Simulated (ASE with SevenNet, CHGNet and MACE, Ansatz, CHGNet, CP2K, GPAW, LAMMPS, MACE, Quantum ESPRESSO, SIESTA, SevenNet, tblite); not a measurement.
# Running glassy 74TiO2-26ZrO2 (mol %) (105 atoms) with machine-learned potentials

Aim: run glassy 74TiO2-26ZrO2 (mol %) (105 atoms) in machine-learned potentials and see how near its forces come to a plane-wave reference, and at what cost.

Main program and level: ASE with SevenNet, CHGNet and MACE; the method is named at each step.

### Step 1. Set-up

The cell holds 105 atoms: 26 Ti, 9 Zr and 70 O. Its edges and angles: a = 11.023 Å, b = 11.023 Å, c = 11.023 Å, α = 90.0°, β = 90.0°, γ = 90.0°. 105 atoms (26 Ti, 9 Zr, 70 O) placed at random at 3.98 g/cm³, melted at 4000 K for 10 ps at fixed volume with the Morse and Coulomb pair potential with partial charges (Pedone, Malavasi, Menziani, Cormack and Segre, J. Phys. Chem. B 110, 11780 (2006)). Quenched from 4000 K to 300 K at 50 K/ps and fixed volume, held 10 ps at zero pressure, then minimised at fixed cell.

The yardstick, on the same geometry:

```
method                                           : Kohn-Sham DFT, PBE, SSSP efficiency 1.3.0 pseudopotentials, plane waves (Quantum ESPRESSO 7.5); sssp-pbe-1.3.0-efficiency, cutoffs 60/480 Ry, Γ point
r.m.s. force component                           : 0.597 eV/Å
longest force                                    : 2.513 eV/Å
pressure                                         : 0.62 GPa
gap (highest filled to lowest empty level) : 2.446 eV
time                                             : 21 min on 2 MPI ranks of Arm Neoverse V1, shared host
CPU time                                         : 42 min
```

### Step 2. SevenNet 0 potential

Method: machine-learned interatomic potential SevenNet 0, trained on PBE(+U) plane-wave data.

The input, run.py:

```python
import numpy as np
from ase.io import read
import mlip  # loads the published weights by name

atoms = read("structure.xyz")
atoms.calc = mlip.calc("7net-0")
energy = atoms.get_potential_energy()
forces = atoms.get_forces()
print(f"energy {energy:.6f} eV")
print("forces (eV/A)")
for i, (a, f) in enumerate(zip(atoms, forces)):
    print(f"{i:4d} {a.symbol:2s} {f[0]:10.5f} {f[1]:10.5f} {f[2]:10.5f}")
stress = -atoms.get_stress(voigt=False) * 160.21766
print("stress (GPa, compression positive)")
for row in stress:
    print(" ".join(f"{x:10.4f}" for x in row))
```

The input, structure.xyz:

```xyz
105
Lattice="11.02260 0.00000 0.00000 0.00000 11.02260 0.00000 0.00000 0.00000 11.02260" Properties=species:S:1:pos:R:3 pbc="T T T"
Ti 6.11346 7.98213 3.61365
Ti 3.83090 11.00518 0.94034
Ti 2.65457 2.68962 0.78018
Ti 10.88372 8.10326 4.37917
Ti 2.85673 8.70664 9.59506
Ti 7.44863 4.20347 9.13597
Ti 3.78141 0.54408 7.58190
Ti 9.22371 6.37580 10.25741
Ti 6.64872 2.29987 1.37099
Ti 2.86257 3.84171 8.30773
Ti 6.80436 0.63567 9.20211
Ti 10.17981 0.95952 7.94994
Ti 6.24926 7.74415 8.82822
Ti 0.62410 7.36828 1.08385
Ti 8.06050 9.86710 6.52637
Ti 1.73507 1.45862 5.55087
Ti 10.99780 3.73258 9.84417
Ti 4.49447 3.71043 3.64451
Ti 9.85476 9.93731 10.44557
Ti 3.45327 6.90367 1.64380
Ti 8.83803 2.97632 5.31499
Ti 0.91157 9.68038 7.52237
Ti 6.85870 9.23143 0.59412
Ti 5.96301 3.08269 6.86895
Ti 6.44227 5.66870 1.01419
Ti 10.07355 2.67309 2.07280
Zr 0.88258 10.64232 2.36776
Zr 7.98554 6.32918 6.29699
Zr 8.98121 5.84032 3.06627
Zr 0.88798 6.34990 7.13658
Zr 4.42646 6.07147 5.96598
Zr 3.31461 9.38718 4.32152
Zr 5.98825 0.73047 4.68835
Zr 1.50293 4.79384 3.67901
Zr 8.58209 10.71595 2.85992
O 0.76662 0.49822 6.85198
O 5.35599 9.74607 4.47253
O 0.25870 9.23815 0.88302
O 6.20727 6.95735 5.09200
O 3.55181 5.26814 4.11694
O 10.47863 7.19908 2.53343
O 9.43612 8.17271 10.14443
O 0.47772 8.51099 6.17817
O 1.82435 1.12232 1.12486
O 0.16358 10.11709 9.15240
O 8.93723 0.31205 9.38563
O 2.69029 3.59127 2.34848
O 7.37588 4.52720 7.27866
O 9.64191 10.36356 7.04895
O 8.54351 5.90216 0.94001
O 8.36560 2.99638 1.55364
O 7.03815 2.46509 8.53634
O 9.25976 4.42800 9.64676
O 2.78982 5.35809 7.07419
O 1.61823 3.21254 5.06268
O 5.22868 4.14218 5.46578
[... 45 atom lines left out ...]
O 9.46621 2.19184 3.86717
O 6.90588 6.26932 2.77560
O 2.46620 7.66159 0.28262
O 5.36294 10.08116 1.00791
```

Run with:

```console
> OMP_NUM_THREADS=1 python run.py > output.txt
```

The program printed:

```text
energy -939.439209 eV
forces (eV/A)
   0 Ti   -0.80951    0.03910   -0.39248
   1 Ti   -0.78467    0.29256    0.65581
   2 Ti   -0.21838   -1.13349    0.82310
   3 Ti    0.22605   -0.18065    0.03930
   4 Ti    0.15164   -0.62796   -0.27813
   5 Ti    0.91393    0.35247   -0.24809
   6 Ti   -0.55054    0.95870   -0.08071
   7 Ti   -0.55475   -0.28105    0.83570
   8 Ti    0.36840   -0.29631    0.64500
   9 Ti    0.08550   -0.94928   -0.08347
  10 Ti    0.14225   -0.29773   -0.34635
  11 Ti   -0.69187   -0.10862   -0.36533
  12 Ti    1.06860   -0.48409   -0.09831
  13 Ti    0.07160   -0.07923   -0.43076
  14 Ti    0.10437    0.64160    0.39670
  15 Ti    0.45095   -0.20112   -0.56665
  16 Ti    0.20076   -0.14122   -0.05843
  17 Ti    0.04726   -0.86143   -0.13936
  18 Ti   -0.10801   -0.48148   -0.44200
  19 Ti   -0.58131    0.44280   -0.16976
  20 Ti   -0.00519    0.09080   -0.63199
  21 Ti    0.38594    0.42630    0.47847
  22 Ti   -0.48867   -1.05982   -0.79321
  23 Ti   -0.40690    0.43201    0.39509
[...]
97 O    -0.04997   -0.13304    0.41009
  98 O     0.22265    1.03987   -0.26436
  99 O    -0.29060    0.00948    0.12212
 100 O    -0.31007    0.29305   -0.06206
 101 O     0.08844   -0.73556   -0.03996
 102 O     0.01645   -0.23868    0.28256
 103 O     0.15795    0.37732   -0.70687
 104 O     0.16689    0.25024    0.34974
stress (GPa, compression positive)
    3.8749     0.4822    -0.8959
    0.4822     1.5019     0.9760
   -0.8959     0.9760     2.4340
```

Elapsed: 16 s, on 1 thread of Arm Neoverse V1, shared host; peak memory 1 GiB.

Banners, paths, timers and routine set-up lines are dropped from the logs unmarked, and long logs keep their key lines alone; longer cuts are marked.

Compared with the plane-wave run:

- r.m.s. force component: 0.5554 eV/Å
- r.m.s. difference of force components: 126.1 meV/Å
- longest difference of force vectors: 458.3 meV/Å
- force difference over r.m.s. force: 21.12 %
- slope of forces against the reference's: 0.9104
- correlation of force components: 0.9786
- pressure: 2.604 GPa
- pressure difference: 1.984 GPa

Length of the force difference by element (eV/Å):

| element | atoms | mean | most |
| --- | --- | --- | --- |
| O | 70 | 0.18 | 0.40 |
| Ti | 26 | 0.24 | 0.46 |
| Zr | 9 | 0.25 | 0.42 |

Local excerpt of 12 atoms (numbers count through the whole input) about O69, which bears the longest force; x, y, z are measured from there.

```
atom      x      y      z  distance (Å)  bonds     Fx     Fy  Fz (eV/Å)
 O69   0.00   0.00   0.00          0.00      3  -0.88  -1.87       0.99
Ti15   0.44   1.62  -0.59          1.77      4   0.10   0.64       0.40
Zr28   0.36  -1.92  -0.82          2.12      7   1.46   0.10       0.94
Ti13  -1.37  -0.51   1.71          2.25      5   1.07  -0.48      -0.10
 O60  -1.99  -1.67   0.45          2.64      3   0.16  -0.09      -0.44
 O61  -0.62   2.65   0.37          2.74      2  -0.50   0.40      -0.18
 O39  -1.42  -1.29  -2.02          2.79      3   0.50  -0.20       0.65
 O97  -0.04  -1.88   2.21          2.90      3  -0.98  -0.16      -0.51
 O49   2.02   2.11  -0.07          2.92      3   1.35  -0.59       0.04
 O99  -0.80   1.09   2.62          2.95      3   0.22   1.04      -0.26
 O94   1.47  -0.92  -2.41          2.97      3  -0.20  -0.28      -0.30
 O96   2.22  -1.98   0.20          2.98      2   0.14   0.02      -0.21
```

Atoms are counted from 1 here, from 0 in the log.

Forces lie 21 % from the reference's, at 0.0060 times its CPU time (on 1 against 2 cores).

### Step 3. CHGNet 0.3.0 potential

Method: machine-learned interatomic potential CHGNet 0.3.0, trained on PBE(+U) plane-wave data.

Edit run.py of step 2 so:

```diff
@@ -5,3 +5,3 @@
 atoms = read("structure.xyz")
-atoms.calc = mlip.calc("7net-0")
+atoms.calc = mlip.calc("chgnet-0.3.0")
 energy = atoms.get_potential_energy()
```

structure.xyz is that of step 2.

The program printed:

```text
CHGNet v0.3.0 initialized with 412,525 parameters
CHGNet will run on cpu
energy -988.828857 eV
forces (eV/A)
   0 Ti   -0.87224   -0.19333   -0.19755
   1 Ti   -0.83447    0.38568    0.58555
   2 Ti   -0.38307   -1.06761    0.76600
   3 Ti    0.15956   -0.19345    0.17299
   4 Ti    0.16544   -0.61959   -0.27178
   5 Ti    0.87614    0.41566   -0.03739
   6 Ti   -0.55552    0.95135   -0.20376
   7 Ti   -0.54523   -0.24137    1.22651
   8 Ti    0.41614   -0.20660    0.43043
   9 Ti    0.05685   -0.92029   -0.24918
  10 Ti   -0.01245   -0.33486   -0.40414
  11 Ti   -0.59601   -0.08520   -0.42008
  12 Ti    1.19057   -0.61342    0.03495
  13 Ti   -0.00350    0.05235   -0.63455
  14 Ti    0.07467    0.51056    0.24422
  15 Ti    0.31483   -0.25506   -0.50646
  16 Ti    0.34997    0.16280    0.07936
  17 Ti    0.06511   -0.49470   -0.30531
  18 Ti    0.06141   -0.84211   -0.40252
  19 Ti   -0.35322    0.37439   -0.06389
  20 Ti    0.19464    0.05788   -0.49662
  21 Ti    0.18346    0.29746    0.28794
  22 Ti   -0.56595   -0.85199   -0.55610
  23 Ti   -0.42798    0.48205    0.25374
[...]
97 O    -0.03494    0.03851    0.48313
  98 O     0.13150    1.19373   -0.49218
  99 O    -0.25946    0.07485    0.03279
 100 O    -0.40504    0.46485   -0.13909
 101 O     0.04185   -0.87561   -0.11628
 102 O     0.16704   -0.17919    0.47080
 103 O     0.04477    0.44545   -0.80684
 104 O     0.34027    0.09472    0.22641
stress (GPa, compression positive)
    3.4716     0.4179    -0.8793
    0.4179     1.4310     0.6962
   -0.8793     0.6962     2.3759
```

The job ended after 8.3 s (1 thread; peak memory 1.5 GiB).

Compared with the plane-wave run:

```yaml
r_m_s_force_component: 0.5429 eV/Å
r_m_s_difference_of_force_components: 146.4 meV/Å
longest_difference_of_force_vectors: 521.2 meV/Å
force_difference_over_r_m_s_force: 24.52 %
slope_of_forces_against_the_reference_s: 0.8835
correlation_of_force_components: 0.9715
pressure: 2.426 GPa
pressure_difference: 1.806 GPa
```

Against the first run (21 %), the force difference from the reference is 25 %, at 0.54 times the CPU time.

### Step 4. MACE MP-0b3 medium potential

Method: machine-learned interatomic potential MACE MP-0b3 medium, trained on PBE(+U) plane-wave data.

Edit run.py of step 3 so:

```diff
@@ -5,3 +5,3 @@
 atoms = read("structure.xyz")
-atoms.calc = mlip.calc("chgnet-0.3.0")
+atoms.calc = mlip.calc("mace-mp-0b3-medium")
 energy = atoms.get_potential_energy()
```

structure.xyz is that of step 3.

The program printed:

```text
energy -939.908866 eV
forces (eV/A)
   0 Ti   -0.98831    0.00840   -0.47111
   1 Ti   -0.69003    0.36431    0.39052
   2 Ti   -0.12849   -1.13699    0.65291
   3 Ti    0.17467   -0.16110    0.12796
   4 Ti    0.22688   -0.43511   -0.27800
   5 Ti    0.68604    0.13806   -0.12886
   6 Ti   -0.38221    0.92525    0.07919
   7 Ti   -0.53463   -0.26385    0.98959
   8 Ti    0.14794   -0.22209    0.34529
   9 Ti    0.37818   -0.90936   -0.21473
  10 Ti    0.10886   -0.22854   -0.42339
  11 Ti   -0.78381   -0.12494   -0.26275
  12 Ti    0.94300   -0.33538   -0.04872
  13 Ti    0.18056    0.04544   -0.66405
  14 Ti    0.12677    0.60544    0.38043
  15 Ti    0.38262   -0.10480   -0.50371
  16 Ti    0.15686   -0.12449    0.01097
  17 Ti    0.18995   -0.66300   -0.27680
  18 Ti    0.10838   -0.67567   -0.55956
  19 Ti   -0.30001    0.48867   -0.18502
  20 Ti    0.08503   -0.03405   -0.35439
  21 Ti    0.36468    0.45461    0.52351
  22 Ti   -0.79363   -1.05835   -0.71983
  23 Ti   -0.47515    0.34760    0.41492
[...]
97 O    -0.06617   -0.05330    0.34179
  98 O     0.13404    0.98832   -0.31074
  99 O    -0.42030   -0.09211    0.33695
 100 O    -0.26487    0.34586   -0.05498
 101 O     0.13580   -0.82976   -0.19034
 102 O     0.18227   -0.12673    0.42930
 103 O    -0.06179    0.28101   -0.56257
 104 O     0.31947    0.15972    0.30222
stress (GPa, compression positive)
    3.7406     0.3878    -0.8389
    0.3878     1.7569     0.7300
   -0.8389     0.7300     2.5645
```

Wall time 15 s (1 thread); peak memory 1.2 GiB.

Numbers from this run, and their distance from the reference:

```yaml
r_m_s_force_component: 0.5375 eV/Å
r_m_s_difference_of_force_components: 135 meV/Å
longest_difference_of_force_vectors: 518.4 meV/Å
force_difference_over_r_m_s_force: 22.61 %
slope_of_forces_against_the_reference_s: 0.8798
correlation_of_force_components: 0.9771
pressure: 2.687 GPa
pressure_difference: 2.067 GPa
```

Against the first run (21 %), the force difference from the reference is 23 %, at 0.98 times the CPU time.

### Step 5. The ladder

Differences are against the plane-wave reference, forces as r.m.s. over components; share is that over the reference's r.m.s. force, slope the least-squares factor from reference forces to these. Total energies of different programs have different zeros and aren't compared.

```csv
run,"Δ force, r.m.s. (meV/Å)",share (%),slope,Δ pressure (GPa),cores,CPU time,memory (GiB)
reference,-,-,-,-,2,42 min,4.4
SevenNet 0 potential,126,21.1,0.910,1.98,1,15 s,1.0
CHGNet 0.3.0 potential,146,24.5,0.883,1.81,1,8 s,1.5
MACE MP-0b3 medium potential,135,22.6,0.880,2.07,1,15 s,1.2
```

Times of the machine-learned potentials are mostly Python's start and the loading of weights.

CPU time is summed over cores on a shared host, where runs went side by side, so it is rough. Symmetry, cutoffs, thresholds, outputs and thread counts weren't matched or tuned between programs; memory under MPI is the largest rank's times the ranks.

### Step 6. Results

| Quantity | Value |
| --- | --- |
| nearest in forces | SevenNet 0 potential, 21 % |
| its CPU time | 15 s |

Machine-learned potentials differ by 21 % (SevenNet 0 potential) to 25 % (CHGNet 0.3.0 potential); they were trained on other programs' data. The reference's pressure holds the uncorrected Pulay stress of its 60 Ry basis, so small pressure differences, and their order, may be the reference's own error. Machine-learned potentials mimic data converged in k, so the reference's own k-point error enters their differences. The quench rate of 50 K/ps is many orders above laboratory rates, so the cell is likely richer in defects and strain than a real sample. The network of bonds at the start is that of the classical potential that made the cell, and needn't be the one that DFT or experiment would give. The electronic-structure runs sample only Γ, in a cell whose shortest periodic width is 11 Å.

[Also dropped from logs without a mark: logging warnings of Python, and SIESTA's first energy breakdown and zero terms.]

[Logs are printed without paths, hosts, clocks, repeated set-up lines and the standing remarks that a program may print on its own settings, such as how far it seeks lower states.]

[Hosts, paths, dates, database ids (printed as entryN), source tags and the programs' standing remarks are cut or masked in the printed files.]
